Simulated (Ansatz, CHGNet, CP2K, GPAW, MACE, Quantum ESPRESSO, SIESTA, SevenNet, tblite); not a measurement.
# H15W3C3S4N3 (P-1) (56 atoms) in CP2K, part 4 of 4

How do the settings of CP2K change the result for H15W3C3S4N3 (P-1) (56 atoms)? A plane-wave run serves as the yardstick.

Program: CP2K 2026.2; the method stands at each step. Banners, paths, timers and routine set-up lines are dropped from the logs unmarked, and long logs keep their key lines alone; longer cuts are marked.

So far. Step 9 (PBE, DZVP-UZH, 600/70 Ry, diagonalisation): Against the first run (9.3 %), the force difference from the reference is 9.3 %, at 1.2 times the CPU time: the change moves forces by 0.10 meV/Å r.m.s., so most of the difference comes from elsewhere. Step 10 (LDA, DZVP-MOLOPT-SR, 600/50 Ry, diagonalisation): Against the first run (9.3 %), the force difference from the reference is 41 %, at 0.81 times the CPU time (on 2 against 4 cores); the model has changed, so this is no error of the program alone.

## (12) Side by side

Differences are against the plane-wave reference, forces as r.m.s. over components; share is that over the reference's r.m.s. force, slope the least-squares factor from reference forces to these. Total energies of different programs have different zeros and aren't compared.

| run | Δ force, r.m.s. (meV/Å) | share (%) | slope | Δ pressure (GPa) | Δ gap (eV) | cores | CPU time | memory (GiB) |
| --- | --- | --- | --- | --- | --- | --- | --- | --- |
| reference | - | - | - | - | - | 2 | 6.5 min | 2.8 |
| CP2K PBE, DZVP-UZH, 600/50 Ry, diagonalisation | 81.2 | 9.30 | 1.021 | 0.0065 | 0.0024 | 4 | 6 min | 3.2 |
| CP2K GFN1-xTB, diagonalisation | 854 | 97.8 | 1.137 | 1.77 | - | 1 | 4.2 s | 0.2 |
| CP2K PBE, SZV-MOLOPT-SR, 600/50 Ry, diagonalisation (coarse) | 655 | 75.0 | 1.169 | 2.59 | 0.0909 | 1 | 3.4 min | 2.2 |
| CP2K PBE, TZVP-UZH, 600/50 Ry, diagonalisation | 82.4 | 9.44 | 1.004 | -0.138 | -0.003 | 4 | 6.1 min | 3.3 |
| CP2K PBE, DZVP-UZH, 420/50 Ry, diagonalisation (coarse) | 81.4 | 9.32 | 1.021 | 0.0069 | 0.0024 | 2 | 5.6 min | 1.6 |
| CP2K PBE, DZVP-UZH, 840/50 Ry, diagonalisation | 81.2 | 9.29 | 1.021 | 0.0064 | 0.0024 | 4 | 7.8 min | 4.8 |
| CP2K PBEsol, PBE potentials, DZVP-UZH, 600/50 Ry, diagonalisation | 203 | 23.2 | 1.055 | -1.69 | -0.0079 | 4 | 6 min | 3.2 |
| CP2K PBE, DZVP-UZH, 600/70 Ry, diagonalisation | 81.2 | 9.30 | 1.021 | 0.0065 | 0.0024 | 4 | 7.4 min | 3.2 |
| CP2K LDA, DZVP-MOLOPT-SR, 600/50 Ry, diagonalisation | 362 | 41.5 | 1.009 | -6.63 | 0.0249 | 2 | 4.8 min | 2.2 |

Rows marked coarse were listed beforehand as settings not expected to be converged; some can still land near the reference.

CPU time is summed over cores on a shared host, where runs went side by side, so it is rough. Symmetry, cutoffs, thresholds, outputs and thread counts weren't matched or tuned between programs; memory under MPI is the largest rank's times the ranks.

Mean charges by element (e), by run and scheme:

| run | scheme | H | W | C | S | N |
| --- | --- | --- | --- | --- | --- | --- |
| CP2K PBE, DZVP-UZH, 600/50 Ry, diagonalisation | Mulliken | +0.16 | +0.12 | -0.18 | -0.27 | -0.39 |
| CP2K PBE, DZVP-UZH, 600/50 Ry, diagonalisation | Hirshfeld | +0.06 | +0.12 | -0.08 | -0.14 | -0.13 |
| CP2K GFN1-xTB, diagonalisation | Mulliken | +0.11 | +0.32 | +0.05 | -0.39 | -0.39 |
| CP2K PBE, TZVP-UZH, 600/50 Ry, diagonalisation | Mulliken | +0.14 | +0.40 | -0.05 | -0.41 | -0.48 |
| CP2K PBE, TZVP-UZH, 600/50 Ry, diagonalisation | Hirshfeld | +0.06 | +0.12 | -0.08 | -0.14 | -0.14 |
| CP2K PBE, DZVP-UZH, 420/50 Ry, diagonalisation | Mulliken | +0.16 | +0.12 | -0.18 | -0.27 | -0.39 |
| CP2K PBE, DZVP-UZH, 420/50 Ry, diagonalisation | Hirshfeld | +0.06 | +0.12 | -0.08 | -0.14 | -0.13 |
| CP2K PBE, DZVP-UZH, 840/50 Ry, diagonalisation | Mulliken | +0.16 | +0.12 | -0.18 | -0.27 | -0.39 |
| CP2K PBE, DZVP-UZH, 840/50 Ry, diagonalisation | Hirshfeld | +0.06 | +0.12 | -0.08 | -0.14 | -0.13 |
| CP2K PBEsol, PBE potentials, DZVP-UZH, 600/50 Ry, diagonalisation | Mulliken | +0.17 | +0.07 | -0.19 | -0.24 | -0.41 |
| CP2K PBEsol, PBE potentials, DZVP-UZH, 600/50 Ry, diagonalisation | Hirshfeld | +0.06 | +0.10 | -0.08 | -0.13 | -0.13 |
| CP2K PBE, DZVP-UZH, 600/70 Ry, diagonalisation | Mulliken | +0.16 | +0.12 | -0.18 | -0.27 | -0.39 |
| CP2K PBE, DZVP-UZH, 600/70 Ry, diagonalisation | Hirshfeld | +0.06 | +0.12 | -0.08 | -0.14 | -0.13 |
| CP2K LDA, DZVP-MOLOPT-SR, 600/50 Ry, diagonalisation | Mulliken | +0.12 | -0.22 | -0.26 | +0.02 | -0.14 |
| CP2K LDA, DZVP-MOLOPT-SR, 600/50 Ry, diagonalisation | Hirshfeld | +0.06 | +0.14 | -0.09 | -0.15 | -0.14 |

Within one program, basis, potentials and functional, energies share a zero. Each run against its twin at the usual cutoff or grid and solver:

| run | twin | Δ energy (meV/atom) | Δ force, r.m.s. (meV/Å) | CPU time over the twin's |
| --- | --- | --- | --- | --- |
| CP2K PBE, DZVP-UZH, 420/50 Ry, diagonalisation | DZVP-UZH, 600/50 Ry, diagonalisation | -0.0048 | 1.33 | 0.93 (this twin ran on 4 cores) |
| CP2K PBE, DZVP-UZH, 840/50 Ry, diagonalisation | DZVP-UZH, 600/50 Ry, diagonalisation | 0.0016 | 0.354 | 1.3 |
| CP2K PBE, DZVP-UZH, 600/70 Ry, diagonalisation | DZVP-UZH, 600/50 Ry, diagonalisation | 8.0e-4 | 0.101 | 1.2 |

## (13) Results

```
nearest in forces : a tie at 9.3 % of 4 runs: CP2K PBE, DZVP-UZH, 600/50 Ry, diagonalisation; CP2K PBE, DZVP-UZH, 420/50 Ry, diagonalisation (coarse); CP2K PBE, DZVP-UZH, 840/50 Ry, diagonalisation; others
```

In words: The PBE runs in local orbitals, coarse settings apart, differ by 9.3 % (CP2K PBE, DZVP-UZH, 840/50 Ry, diagonalisation) to 9.4 % (CP2K PBE, TZVP-UZH, 600/50 Ry, diagonalisation); basis, grid and potentials can all enter. Tight binding differs by 98 % (CP2K GFN1-xTB, diagonalisation); it is another model, with fitted parameters of its own, and the xTB methods hold dispersion. Rows with another functional or a dispersion term differ by 23 % (CP2K PBEsol, PBE potentials, DZVP-UZH, 600/50 Ry, diagonalisation) to 41 % (CP2K LDA, DZVP-MOLOPT-SR, 600/50 Ry, diagonalisation), which mixes the change of model with differences of basis and potentials, some of them made for another functional. CP2K GFN1-xTB, diagonalisation needed 77 SCF steps, so its time overstates the method's usual cost. Runs with settings chosen to be coarse differ by 9.3 % (CP2K PBE, DZVP-UZH, 420/50 Ry, diagonalisation) to 75 % (CP2K PBE, SZV-MOLOPT-SR, 600/50 Ry, diagonalisation), their programs' other errors included. One electronic-structure run takes under half the reference's CPU time: CP2K GFN1-xTB, diagonalisation, at 98 % in 4.2 s against 6.5 min, too far off to be of use; its pressure misses by +1.8 GPa. At the same functional, gaps differ from the reference's 0.543 eV by between -0.00 and +0.09 eV. These are spacings on the run's k-points, which needn't hold the band edges. In pressure, CP2K PBE, SZV-MOLOPT-SR, 600/50 Ry, diagonalisation misses by +2.6 GPa, at the same functional. Charges hang on model, scheme and program or settings: among these rows the mean for W runs from -0.22 to +0.40 e, even in sign. Periodic xTB results under one method name differ between programs and library versions. The reference's pressure holds the uncorrected Pulay stress of its 60 Ry basis, so small pressure differences, and their order, may be the reference's own error. The reference's PBE has no dispersion term, which matters for the binding between molecules or layers. The reference's pressure of 3.6 GPa belongs to a cell and atoms that aren't relaxed at this level. The runs have no spin polarisation, so any moments at edges, vacancies or dangling bonds can't form. The electronic-structure runs sample only Γ, in a cell whose shortest periodic width is 7 Å. Spin–orbit coupling is left out, which matters for the levels of the heavy elements.

[Also dropped from logs without a mark: logging warnings of Python, and SIESTA's first energy breakdown and zero terms.]

[Logs are printed without paths, hosts, clocks, repeated set-up lines and the standing remarks that a program may print on its own settings, such as how far it seeks lower states.]

[Hosts, paths, dates, database ids (printed as entryN), source tags and the programs' standing remarks are cut or masked in the printed files.]
